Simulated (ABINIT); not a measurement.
Entries from a set of simulations; values are calculated unless marked as measured.

## Beyond one shot: YHSe (P-6m2)

Symmetry: P-6m2, No. 187, hexagonal system. The conventional cell has a = 3.841 Å, b = 3.841 Å, c = 3.916 Å, α = 90.00°, β = 90.00°, γ = 120.00°. Nearest to Y lie 3 H at 2.22 Å and 6 Se at 2.96 Å. Nearest to H lie 3 Y at 2.22 Å. Nearest to Se lie 6 H at 2.96 Å and 6 Y at 2.96 Å. Farther neighbours, and contacts between anions beyond the nearest, are not listed.

| Quantity | Value |
| --- | --- |
| method | RPA screening on LDA from quasiparticle energies, plane waves, norm-conserving pseudopotentials (and 5 further levels or steps) |
| program | ABINIT 10.8.3 |
| settings | cutoff 48 Ha, PseudoDojo scalar-relativistic 0.4.1 stringent, norm-conserving, ngkpt (3, 3, 4), nband 51, ecuteps 3.9 Ha, gwcalctyp 10, inclvkb 2, shiftk (0, 0, 0), symchi 1, awtr 1, frequency ppm, cycle 3, q points all but q = 0, 3×3×4 k-mesh |
| cost | 15 runs, 4.6 min in all on 4 MPI ranks of Arm Neoverse V1, shared host |
| notes | The program’s warnings: nkpt*nsppol () is not a multiple of nproc spkpt (). The cell and positions are those that the Materials Project relaxed with its own functionals (PBE, PBE+U or r2SCAN), kept fixed. Limits: no spin-orbit coupling. The first cycle of evGW0 takes the full correction, without the factor Z, so it overshoots the one-shot value. The 3×3×4 mesh is coarse for this cell, which bears on the long-range parts of exchange and screening. |
| G0W0 | 2.192 eV |
| evGW0, cycle 1 | 2.373 eV |
| evGW0, cycle 2 | 2.298 eV |
| evGW0, cycle 3 | 2.302 eV |
| evGW, cycle 1 | 2.486 eV |
| evGW, cycle 2 | 2.502 eV |
| evGW, cycle 3 | 2.503 eV |
| known limits | short of the basis limit; no spin-orbit coupling; coarse k mesh |

Only the bands that the input lists are updated; the higher empty ones keep the functional's energies. The evGW loop starts from the last levels of evGW0, so its cycles and time come on top of those.

[Paths, hosts, dates, memory and timing lines, banners, echoed tables and standing remarks are left out of the program output; an Ansatz launch command may be rebuilt from the run's recorded settings. Measured values are a selection of at most five: reports struck by readers or far from the other reports are left out. None is set beside runs whose start may be inverted or whose files or cutoffs have a known fault.]

[Runs of the session that timed out or met a known fault of the program may be left out.]

[Hosts, paths, dates, database ids (printed as entryN), source tags and the programs' standing remarks are cut or masked in the printed files.]

[G0W0 gaps are taken among the corrected bands and points alone; a level outside them can change the order at an edge.]

[Where Ansatz stands beside ABINIT at settings called matched, ABINIT's density can come from a denser mesh and the files from another edition; pairs whose starting gaps differed by over 0.03 eV were left out, so agreement reads better than it is.]
